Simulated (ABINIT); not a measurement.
Records of electronic-structure calculations.

K2NaScF6 (Fm-3m): a self-consistent loop beyond G0W0, cycle by cycle. Symmetry: Fm-3m, No. 225, cubic system. Conventional cell: a = 8.472 Å, b = 8.472 Å, c = 8.472 Å, α = 90.00°, β = 90.00°, γ = 90.00°. Nearest to K lie 12 F at 3.00 Å. Nearest to Na lie 6 F at 2.25 Å. Nearest to Sc lie 6 F at 1.98 Å. Nearest to F lie 1 Sc at 1.98 Å and 1 Na at 2.25 Å and 4 K at 3.00 Å. Farther neighbours, and contacts between anions beyond the nearest, are not listed. The calculation used RPA screening on LDA from quasiparticle energies, plane waves, norm-conserving pseudopotentials (and 5 further levels or steps) in ABINIT 10.8.3, with cutoff 38 Ha, PseudoDojo scalar-relativistic 0.4.1 standard, norm-conserving, ngkpt (2, 2, 2), nband 225, ecuteps 4.8 Ha, gwcalctyp 10, inclvkb 2, shiftk (0, 0, 0), symchi 1, awtr 1, frequency ppm, cycle 3, q points all but q = 0, 2×2×2 k-mesh. The G0W0 is 10.410 eV. The evGW0, cycle 1 is 11.061 eV and the evGW0, cycle 2 is 10.908 eV. The evGW0, cycle 3 is 10.908 eV. The evGW, cycle 1 is 11.714 eV, the evGW, cycle 2 is 11.797 eV and the evGW, cycle 3 is 11.804 eV. The known limits are short of the basis limit; coarse k mesh. Only the bands that the input lists are updated; the higher empty ones keep the functional's energies. The evGW loop starts from the last levels of evGW0, so its cycles and time come on top of those. The program's warnings: nproc spkpt=  >= nkpt= * nsppol=. The cell and positions come from the Crystallography Open Database and are kept as given unless a step says otherwise. The first cycle of evGW0 takes the full correction, without the factor Z, so it overshoots the one-shot value. The 2×2×2 mesh is coarse for this cell, which bears on the long-range parts of exchange and screening.

```xyz
10
Lattice="0.0000 4.2358 4.2358 4.2358 0.0000 4.2358 4.2358 4.2358 0.0000" Properties=species:S:1:pos:R:3 pbc="T T T"
K     2.1179    2.1179    2.1179
K     6.3538    6.3538    6.3538
Na    4.2358    4.2358    4.2358
Sc    0.0000    0.0000    0.0000
F     1.9841    4.2358    4.2358
F     4.2358    1.9841    4.2358
F     6.4876    4.2358    4.2358
F     4.2358    6.4876    4.2358
F     4.2358    4.2358    1.9841
F     4.2358    4.2358    6.4876
```

[Long decimals in the printed logs are rounded to 6 places.]

[Logs are printed without paths, hosts, clocks, repeated set-up lines and the standing remarks that a program may print on its own settings, such as how far it seeks lower states.]

[Paths, hosts, dates, memory and timing lines, banners, echoed tables and standing remarks are left out of the program output; an Ansatz launch command may be rebuilt from the run's recorded settings. Measured values are a selection of at most five: reports struck by readers or far from the other reports are left out. None is set beside runs whose start may be inverted or whose files or cutoffs have a known fault.]

[Runs of the session that timed out or met a known fault of the program may be left out.]

[Hosts, paths, dates, database ids (printed as entryN), source tags and the programs' standing remarks are cut or masked in the printed files.]

[G0W0 gaps are taken among the corrected bands and points alone; a level outside them can change the order at an edge.]

[Where Ansatz stands beside ABINIT at settings called matched, ABINIT's density can come from a denser mesh and the files from another edition; pairs whose starting gaps differed by over 0.03 eV were left out, so agreement reads better than it is.]
